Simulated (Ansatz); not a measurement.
# SrBe3 (built on the Ca3Pb structure): following an unstable mode

Which phase does SrBe3 (built on the Ca3Pb structure) fall into along its unstable mode, and how much energy does it gain?

Calculated with Ansatz 0.2.0; DFT PBEsol, scalar-relativistic, plane waves, norm-conserving pseudopotentials.

Report form: inputs, costs, results and the conclusion, without the logs.

The structure was built from a prototype and need not be the compound's stable phase.

**1. The structure**

Symmetry: Pm-3m, No. 221, cubic system. Conventional cell: a = 4.189 Å, b = 4.189 Å, c = 4.189 Å, α = 90.00°, β = 90.00°, γ = 90.00°. Be has 4 Sr at 2.96 Å and 8 Be at 2.96 Å nearest. Nearest to Sr lie 12 Be at 2.96 Å. Farther neighbours, and contacts between anions beyond the nearest, are not listed.

Coordinates:

```cif
data_structure
_symmetry_space_group_name_H-M 'Pm-3m'
_symmetry_Int_Tables_number 221
_cell_length_a 4.1890
_cell_length_b 4.1890
_cell_length_c 4.1890
_cell_angle_alpha 90.000
_cell_angle_beta 90.000
_cell_angle_gamma 90.000
_cell_volume 73.51
loop_
_atom_site_label
_atom_site_type_symbol
_atom_site_symmetry_multiplicity
_atom_site_Wyckoff_symbol
_atom_site_fract_x
_atom_site_fract_y
_atom_site_fract_z
_atom_site_occupancy
Be1 Be 3 c 0.00000 0.50000 0.50000 1
Sr1 Sr 1 a 0.00000 0.00000 0.00000 1
```

**2. Response at finite wavevector**

Stability and thermal properties need the whole zone. Linear response on a 2×2×2 q mesh gives force constants as far as a supercell of that size would.

Contents of input.yaml:

```yaml
crystal:
  lattice:
    - [4.1890090279, 0.0, 0.0]
    - [0.0, 4.1890090279, 0.0]
    - [0.0, 0.0, 4.1890090279]
  atoms:
    - { symbol: Be, position: [0.0, 0.5, 0.5] }
    - { symbol: Be, position: [0.5, 0.5, 0.0] }
    - { symbol: Be, position: [0.5, 0.0, 0.5] }
    - { symbol: Sr, position: [0.0, 0.0, 0.0] }
kpoints:
  mp_grid: { grid: [10, 10, 10] }
hamiltonian:
  xc: pbesol
  pseudopotentials: { kind: nc }
scf:
  occupations: { method: methfessel_paxton, width: 0.15 }
output:
  eigenvalues: true
phonons:
  method: dfpt
  qmesh: [2, 2, 2]
  temperatures: { t_max: 1000, t_step: 50 }
  qpath:
    path:
      - [[0.0, 0.0, 0.0], [0.0, 0.5, 0.0], [0.5, 0.5, 0.0], [0.0, 0.0, 0.0], [0.5, 0.5, 0.5], [0.0, 0.5, 0.0]]
      - [[0.5, 0.5, 0.5], [0.5, 0.5, 0.0]]
    npoints: 10
```

Command:

```console
$ ansatz run input.yaml --threads 4 --pin off --max-ram 7168MiB --backend cpu --events-out ev --progress --plain --runs-dir out
```

Run time: 4.4 min. Hardware: 4 threads of Arm Neoverse V2, shared host; peak memory 2.3 GiB; 17 min of CPU time.

Read from the output:

```
volume per atom                                         : 18.38 Å³
gap on the k-mesh                                       : 0 eV
sum-rule residual before enforcement                    : 5.42e-5 eV/Å²
lowest frequency on the path                            : -363.6 cm⁻¹
point group                                             : m-3m
highest frequency on path, mesh or solved points        : 391.6 cm⁻¹
highest optical mode at the zone centre (no LO-TO term) : 327.5 cm⁻¹
lowest optical zone-centre mode                         : -311.4 cm⁻¹
lowest mode on the q mesh (acoustic modes at Γ apart)   : -360.1 cm⁻¹
```

Frequencies (cm⁻¹) solved at each irreducible wavevector; negative means imaginary. Frequencies by wavevector, by row:

| q in reciprocal lattice units | star | mode 1 | mode 2 | mode 3 | mode 4 | mode 10 | mode 11 | mode 12 |
| --- | --- | --- | --- | --- | --- | --- | --- | --- |
| 0 0 0 | 1 | -311.4 | -311.4 | -311.4 | 0 | 327.5 | 327.5 | 327.5 |
| 0 0 -0.5 | 3 | -320.7 | -320.7 | -292.7 | 75 | 277.6 | 283.7 | 283.7 |
| 0 -0.5 -0.5 | 3 | -360.1 | -329.6 | -259.5 | -68.4 | 268.9 | 268.9 | 382 |
| -0.5 -0.5 -0.5 | 1 | -357.2 | -184.5 | -184.5 | -184.5 | 391.6 | 391.6 | 391.6 |

Interpolated from a 2×2×2 q mesh, rough between the solved points. Phonon branches along the path, in cm⁻¹:

| point | branch 1 | branch 2 | branch 3 | branch 4 | branch 9 | branch 10 | branch 11 | branch 12 |
| --- | --- | --- | --- | --- | --- | --- | --- | --- |
| Γ | -311 | -311 | -311 | 0 | 302 | 328 | 328 | 328 |
| halfway | -316 | -316 | -303 | 48 | 288 | 295 | 309 | 309 |
| X | -321 | -321 | -293 | 75 | 278 | 278 | 284 | 284 |
| halfway | -341 | -326 | -277 | -62 | 255 | 260 | 276 | 348 |
| M | -360 | -330 | -260 | -68 | 221 | 269 | 269 | 382 |
| halfway | -328 | -322 | -290 | 42 | 269 | 287 | 290 | 336 |
| Γ | -311 | -311 | -311 | 0 | 302 | 328 | 328 | 328 |
| halfway | -348 | -287 | -287 | -102 | 245 | 325 | 328 | 328 |
| R | -357 | -184 | -184 | -184 | 256 | 392 | 392 | 392 |
| halfway | -357 | -283 | -259 | -152 | 247 | 317 | 343 | 345 |
| X | -321 | -321 | -293 | 75 | 278 | 278 | 284 | 284 |
| jump to R | -357 | -184 | -184 | -184 | 256 | 392 | 392 | 392 |
| halfway | -363 | -259 | -222 | -160 | 245 | 341 | 341 | 387 |
| M | -360 | -330 | -260 | -68 | 221 | 269 | 269 | 382 |

Symmetry leaves 4 wavevectors to solve. The lowest mode among them, the acoustic zeros apart, lies at q = (0, -0.5, -0.5) and is imaginary, 360.1i cm⁻¹, so the energy falls along it. Between them the interpolated path dips to 364i cm⁻¹.

**3. The mode frozen in, largest atomic shift 0 Å**

The mode followed lies at q = (-0.5, -0.5, -0.5) with frequency 357.2i cm⁻¹, one of the unstable modes though not the softest. At small amplitude the pattern taken leaves space group no. 225 by a symmetry search on the positions. The undistorted cell that holds it gives the zero of energy on the same k mesh.

System of this step: SrBe3 (built on the Ca3Pb structure). It takes space group Pm-3m (No. 221, cubic). The conventional cell has a = 4.189 Å, b = 4.189 Å, c = 4.189 Å, α = 90.00°, β = 90.00°, γ = 90.00°. Nearest to Be lie 8 Be at 2.96 Å and 4 Sr at 2.96 Å. Sr has 12 Be at 2.96 Å nearest. Farther neighbours, and contacts between anions beyond the nearest, are not listed.

Contents of input.yaml:

```yaml
crystal:
  lattice:
    - [4.1890090279, 4.1890090279, 0.0]
    - [4.1890090279, 0.0, 4.1890090279]
    - [4.1890090279, 0.0, -4.1890090279]
  atoms:
    - { symbol: Be, position: [0.5, 0.5, 0.0] }
    - { symbol: Be, position: [0.5, 0.0, 0.5] }
    - { symbol: Be, position: [0.5, 0.0, 1.0] }
    - { symbol: Be, position: [0.5, 0.5, 0.5] }
    - { symbol: Be, position: [0.0, 0.5, 0.0] }
    - { symbol: Be, position: [0.0, 0.0, 0.5] }
    - { symbol: Sr, position: [0.0, 0.0, 0.0] }
    - { symbol: Sr, position: [0.0, 0.5, 0.5] }
kpoints:
  mp_grid: { grid: [8, 8, 8] }
hamiltonian:
  xc: pbesol
  pseudopotentials: { kind: nc }
scf:
  occupations: { method: methfessel_paxton, width: 0.15 }
output:
  forces: true
  stress: true
  eigenvalues: true
```

Run time: 5.9 s. Hardware: 4 threads; peak memory 1.1 GiB; 23 s of CPU time.

Numbers from this step:

```
pressure                         : 0.02698 GPa
energy from the undistorted cell : 0 meV/atom
```

The run ends at a pressure of 0.03 GPa.

**4. The mode frozen in, largest atomic shift 0.6 Å**

The atoms are moved along the unstable eigenvector, the largest shift by 0.6 Å, with the cell fixed.

input.yaml, the sections that differ from step 3:

```yaml
crystal:
  lattice:
    - [4.1890090279, 4.1890090279, 0.0]
    - [4.1890090279, 0.0, 4.1890090279]
    - [4.1890090279, 0.0, -4.1890090279]
  atoms:
    - { symbol: Be, position: [0.5, 0.4283840168, -0.0716159832] }
    - { symbol: Be, position: [0.5, 0.0716159832, 0.5716159832] }
    - { symbol: Be, position: [0.5, 0.0716159832, 0.9283840168] }
    - { symbol: Be, position: [0.5, 0.4283840168, 0.5716159832] }
    - { symbol: Be, position: [0.1432319663, 0.4283840168, -0.0716159832] }
    - { symbol: Be, position: [-0.1432319663, 0.0716159832, 0.5716159832] }
    - { symbol: Sr, position: [0.0, 0.0, 0.0] }
    - { symbol: Sr, position: [0.0, 0.5, 0.5] }
# kpoints, hamiltonian, scf, output: as in step 3
```

Run time: 6.8 s. Hardware: 4 threads; peak memory 1.1 GiB.

Numbers from this step:

* pressure: 5.873 GPa
* energy from the undistorted cell: -273.4 meV/atom

The energy, extrapolated to zero smearing, is -273.44 meV/atom against the undistorted cell.

The run ends at a pressure of 5.87 GPa, with forces up to 0.19 eV/Å.

**5. Energy along the mode, all amplitudes (two of the runs are shown above)**

An imaginary frequency means negative curvature, so the energy should fall and then rise again as anharmonic terms take over.

This step gave:

- depth at the lowest point sampled: 273.4 meV/atom
- largest atomic shift at that point: 0.6 Å

Energy from the parent against largest atomic shift:

| largest atomic shift (Å) | energy from the parent (meV/atom) |
| --- | --- |
| 0.000 | 0 |
| 0.040 | -3.05 |
| 0.080 | -11.8 |
| 0.140 | -33.7 |
| 0.220 | -76.7 |
| 0.320 | -144 |
| 0.450 | -231 |
| 0.600 | -273 |

Displacement at unit largest shift by atom:

| atom | x (Å) | y (Å) | z (Å) | size |
| --- | --- | --- | --- | --- |
| Be1 | -1.00 | 0.00 | 0.00 | 1.00 |
| Be2 | 1.00 | 0.00 | 0.00 | 1.00 |
| Be3 | 0.00 | 0.00 | 1.00 | 1.00 |
| Be4 | 0.00 | 0.00 | -1.00 | 1.00 |
| Be5 | 0.00 | 1.00 | 0.00 | 1.00 |
| Be6 | 0.00 | -1.00 | 0.00 | 1.00 |
| Sr7 | 0.00 | 0.00 | 0.00 | 0.00 |
| Sr8 | 0.00 | 0.00 | 0.00 | 0.00 |

The energy still falls at the last step, so the rise lies beyond the steps tried.

**6. Relaxation from the frozen mode**

Starting from the lowest point found, all atoms and the cell are let go, so that strain and other modes of the same symmetry can join in.

Edit input.yaml of step 4 so:

```diff
@@ -25 +25,6 @@
   eigenvalues: true
+relax:
+  adjacent_minimum: "off"
+  f_tol: 0.002
+  max_steps: 120
+  cell: { stress_tol: 0.03 }
```

Wall time 58 s (4 threads); peak memory 1.2 GiB; 3.8 min of CPU time.

Relaxation path:

| step | energy less that of the first step (eV) | largest force component (eV/Å) | pressure (GPa) | volume (Å³) |
| --- | --- | --- | --- | --- |
| 1 | 0.0000 | 0.1938 | 5.87 | 147.02 |
| 2 | -0.3363 | 0.0336 | 0.07 | 169.73 |
| 3 | -0.3365 | 0.0229 | 0.05 | 169.63 |
| 4 | -0.3367 | 0.0001 | 0.00 | 169.45 |
| 5* | -0.3482 | 0.0006 | 0.17 | 169.45 |
| 6 | -0.3487 | 0.0015 | 0.04 | 170.36 |
| 7 | -0.3487 | 0.0002 | 0.00 | 170.61 |
| 8* | -0.3488 | 0.0002 | 0.00 | 170.61 |

Relaxation steps marked * repeat the geometry before them on a plane-wave basis chosen anew for their cell, so energy and pressure can jump there.

Forces are held to the 48 operations that the program found; a distortion that breaks them can't arise in this run.

| conventional cell, symmetrised | before | after | change |
| --- | --- | --- | --- |
| a (Å) | 8.378 | 8.804 | +5.1 % |
| b (Å) | 8.378 | 8.804 | +5.1 % |
| c (Å) | 8.378 | 8.804 | +5.1 % |
| volume (Å³/atom) | 18.38 | 21.33 | +16.0 % |

The atoms that moved most (Å, as changes of fractional coordinates times the final cell):

| atom | dx | dy | dz | length |
| --- | --- | --- | --- | --- |
| Be3 | 0.000 | 0.000 | 0.059 | 0.059 |
| Be1 | -0.059 | 0.000 | 0.000 | 0.059 |
| Be4 | 0.000 | 0.000 | -0.059 | 0.059 |
| Be5 | 0.000 | 0.059 | 0.000 | 0.059 |
| Be6 | 0.000 | -0.059 | 0.000 | 0.059 |
| Be2 | 0.059 | 0.000 | 0.000 | 0.059 |

Read from the output:

```
pressure        : 5.26e-4 GPa
volume per atom : 21.33 Å³
```

The distorted start has space group Fm-3m; the relaxation ends in Fm-3m.

**7. The new phase in its own primitive cell**

The relaxed structure is symmetrised, reduced to its primitive cell and relaxed tightly, as its phonons need.

Contents of input.yaml:

```yaml
crystal:
  lattice:
    - [0.0, 4.4020653978, 4.4020653978]
    - [4.4020653978, 0.0, 4.4020653978]
    - [4.4020653978, 4.4020653978, 0.0]
  atoms:
    - { symbol: Be, position: [0.8283378833, 0.1716621167, 0.1716621167] }
    - { symbol: Be, position: [0.1716621167, 0.8283378833, 0.8283378833] }
    - { symbol: Be, position: [0.8283378833, 0.8283378833, 0.1716621167] }
    - { symbol: Be, position: [0.1716621167, 0.1716621167, 0.8283378833] }
    - { symbol: Be, position: [0.8283378833, 0.1716621167, 0.8283378833] }
    - { symbol: Be, position: [0.1716621167, 0.8283378833, 0.1716621167] }
    - { symbol: Sr, position: [0.75, 0.75, 0.75] }
    - { symbol: Sr, position: [0.25, 0.25, 0.25] }
kpoints:
  mp_grid: { grid: [6, 6, 6] }
hamiltonian:
  xc: pbesol
  pseudopotentials: { kind: nc }
scf:
  occupations: { method: methfessel_paxton, width: 0.15 }
output:
  forces: true
  stress: true
  eigenvalues: true
relax:
  adjacent_minimum: "off"
  f_tol: 0.001
  max_steps: 60
  cell: { stress_tol: 0.01 }
```

Run time: 23 s. Hardware: 4 threads; peak memory 1.1 GiB.

Step by step:

| step | energy less that of the first step (eV) | largest force component (eV/Å) | pressure (GPa) | volume (Å³) |
| --- | --- | --- | --- | --- |
| 1 | 0.0000 | 0.0581 | -0.01 | 170.61 |
| 2 | -0.0012 | 0.0388 | -0.17 | 172.19 |
| 3 | -0.0017 | 0.0186 | 0.08 | 171.75 |
| 4 | -0.0018 | 0.0002 | 0.00 | 171.91 |
| 5* | -0.0019 | 0.0002 | 0.00 | 171.91 |

Relaxation steps marked * repeat the geometry before them on a plane-wave basis chosen anew for their cell, so energy and pressure can jump there.

The run keeps the 48 symmetry operations that the program found, so distortions that break them were not tested.

| conventional cell, symmetrised | before | after | change |
| --- | --- | --- | --- |
| a (Å) | 8.804 | 8.826 | +0.3 % |
| b (Å) | 8.804 | 8.826 | +0.3 % |
| c (Å) | 8.804 | 8.826 | +0.3 % |
| volume (Å³/atom) | 21.33 | 21.49 | +0.8 % |

The atoms that moved most (Å, as changes of fractional coordinates times the final cell):

| atom | dx | dy | dz | length |
| --- | --- | --- | --- | --- |
| Be2 | 0.011 | 0.000 | 0.000 | 0.011 |
| Be5 | 0.000 | 0.011 | 0.000 | 0.011 |
| Be3 | 0.000 | 0.000 | 0.011 | 0.011 |
| Be4 | 0.000 | 0.000 | -0.011 | 0.011 |
| Be1 | -0.011 | 0.000 | 0.000 | 0.011 |
| Be6 | 0.000 | -0.011 | 0.000 | 0.011 |

Read from the output:

```
pressure        : 0.002192 GPa
volume per atom : 21.49 Å³
```

The largest force component left is 0.21 meV/Å and the pressure is 0.002 GPa, within the tolerances set. The cell now holds 21.49 Å³/atom.

**8. Modes of the new phase, k-mesh 6×6×6**

A relaxed structure may still be a saddle point, so its zone-centre modes are computed. No field response is asked, since the mesh shows no gap.

Contents of input.yaml:

```yaml
crystal:
  lattice:
    - [0.0, 4.4132383189, 4.4132383189]
    - [4.4132383189, 0.0, 4.4132383189]
    - [4.4132383189, 4.4132383189, 0.0]
  atoms:
    - { symbol: Be, position: [0.8295929973, 0.1704070027, 0.1704070027] }
    - { symbol: Be, position: [0.1704070027, 0.8295929973, 0.8295929973] }
    - { symbol: Be, position: [0.8295929973, 0.8295929973, 0.1704070027] }
    - { symbol: Be, position: [0.1704070027, 0.1704070027, 0.8295929973] }
    - { symbol: Be, position: [0.8295929973, 0.1704070027, 0.8295929973] }
    - { symbol: Be, position: [0.1704070027, 0.8295929973, 0.1704070027] }
    - { symbol: Sr, position: [0.75, 0.75, 0.75] }
    - { symbol: Sr, position: [0.25, 0.25, 0.25] }
kpoints:
  mp_grid: { grid: [6, 6, 6] }
hamiltonian:
  xc: pbesol
  pseudopotentials: { kind: nc }
scf:
  occupations: { method: methfessel_paxton, width: 0.15 }
output:
  eigenvalues: true
phonons:
  method: dfpt
```

It took 2.2 min on 4 threads; peak memory 4.2 GiB; 8.8 min of CPU time.

Read from the output:

* sum-rule residual before enforcement: 9.41e-6 eV/Å²
* highest optical mode at the zone centre (no LO-TO term): 519.9 cm⁻¹
* lowest optical zone-centre mode: 103.7 cm⁻¹

Patterns of degenerate modes are one choice out of their space. The modes at Γ (shares of kinetic energy by element, %):

| mode | frequency (cm⁻¹) | symmetry | Be % | Sr % |
| --- | --- | --- | --- | --- |
| 1 | 0.0 | acoustic | 24 | 76 |
| 2 | 0.0 | acoustic | 24 | 76 |
| 3 | 0.0 | acoustic | 24 | 76 |
| 4 | 103.7 | T2g | 2 | 98 |
| 5 | 103.7 | T2g | 2 | 98 |
| 6 | 103.7 | T2g | 2 | 98 |
| 7 | 218.9 | T1u | 77 | 23 |
| 8 | 218.9 | T1u | 77 | 23 |
| 9 | 218.9 | T1u | 77 | 23 |
| 10 | 282.1 | T1g | 100 | 0 |
| 11 | 282.1 | T1g | 100 | 0 |
| 12 | 282.1 | T1g | 100 | 0 |
| 13 | 338.0 | Eg | 100 | 0 |
| 14 | 338.0 | Eg | 100 | 0 |
| 15 | 379.1 | T2g | 98 | 2 |
| 16 | 379.1 | T2g | 98 | 2 |
| 17 | 379.1 | T2g | 98 | 2 |
| 18 | 381.8 | T2u | 100 | 0 |
| 19 | 381.8 | T2u | 100 | 0 |
| 20 | 381.8 | T2u | 100 | 0 |
| 21 | 519.9 | not assigned | 100 | 0 |
| 22 | 519.9 | not assigned | 100 | 0 |
| 23 | 519.9 | not assigned | 100 | 0 |
| 24 | 519.9 | not assigned | 100 | 0 |

Displacements in mode 6 (103.7 cm⁻¹), the largest set to 1:
```
Be1  0.00  0.04 -0.31
Be2  0.00 -0.04  0.31
Be3  0.31 -0.19  0.00
Be4 -0.31  0.19  0.00
Be5 -0.04  0.00 -0.19
Be6  0.04  0.00  0.19
Sr7 -0.61  1.00 -0.14
Sr8  0.61 -1.00  0.14
```

Displacements in mode 22 (519.9 cm⁻¹), the largest set to 1:
```
Be1  1.00 -0.13 -0.06
Be2  1.00 -0.13 -0.06
Be3 -0.58 -0.13  0.10
Be4 -0.58 -0.13  0.10
Be5 -0.58  0.22 -0.06
Be6 -0.58  0.22 -0.06
Sr7  0.02  0.00  0.00
Sr8  0.02  0.00  0.00
```

Before it was imposed, the acoustic sum rule was missed by 9.4e-6 eV/Å². Small misses are needed for a sound result but don't prove that mesh and cutoff are converged. The lowest optical mode is real, 104 cm⁻¹.

**9. The phases reached**

The phases reached along the modes that were followed are set side by side.

Energies are those of the first relaxation, on the mesh of the frozen mode; space group, volume and gap are those of the last relaxation. Phases, by row:

| mode frozen in | space group | energy from parent (meV/atom) | volume (Å³/atom) | gap on mesh (eV) | lowest zone-centre optical mode (cm⁻¹) | largest shift (Å) |
| --- | --- | --- | --- | --- | --- | --- |
| parent | Pm-3m | 0 | 18.38 | 0 | – | – |
| q = (0, -0.5, -0.5), 360i cm⁻¹ | P4/nmm | -639.9 | 18 | 0 | 62.5 | 1.761 |
| q = (-0.5, -0.5, -0.5), 357i cm⁻¹ | Fm-3m | -316.8 | 21.49 | 0 | 103.7 | 0.69 |

**10. Summary of results**

| Quantity | Value |
| --- | --- |
| unstable mode of the parent | q = (-0.5, -0.5, -0.5), 357i cm⁻¹ |
| depth at the lowest point sampled | 273 meV/atom |
| largest atomic shift at that point | 0.6 Å |
| space group reached | Fm-3m |
| energy gained over the parent (first relaxation, on the mesh of the frozen mode) | 317 meV/atom |
| volume per atom, phase reached | 21.5 Å³ |
| lowest optical zone-centre mode, phase reached | 104 cm⁻¹ |
| highest optical mode at the zone centre (no LO-TO term), phase reached | 520 cm⁻¹ |

In words: Along this mode the structure falls into Fm-3m, 317 meV/atom below the parent. At the parent's cell the well is 273.4 meV/atom deep on the steps tried, with its lowest point at a shift of 0.6 Å. That is the last step tried, so the steps alone don't bracket the bottom of the well. Relaxing atoms and cell changes the gain by +43.35 meV/atom against the lowest step (energies at zero smearing). The new phase has no imaginary mode at the zone centre of its cell; other wavevectors were not checked. Of the 2 patterns followed from this parent, this one ends 323 meV/atom above the lowest, P4/nmm. Each path keeps the symmetry of its pattern, so a lower phase may lie along a pattern not tried. The q mesh stands for a supercell only 8.4 Å across, so branches between the solved wavevectors are rough. With no gap, or one that is small against the smearing, the frequencies hang on the k mesh and the smearing, most of all near Kohn anomalies. The volume moved by more than a tenth on the k mesh of the start, so the energy gain is rough. A phonon run warned that its eigensolver left some bands unconverged in a pass. The starting cell was built on a prototype and not taken from a measurement, so the phase need not exist.

[Long decimals in the printed logs are rounded to 6 places.]

[Logs are printed without paths, hosts, clocks, repeated set-up lines and the standing remarks that a program may print on its own settings, such as how far it seeks lower states.]

[Hosts, paths, dates, database ids (printed as entryN), source tags and the programs' standing remarks are cut or masked in the printed files.]

[Where the starting crystal was built by hand or by swapping elements, it need not be the compound's stable phase.]
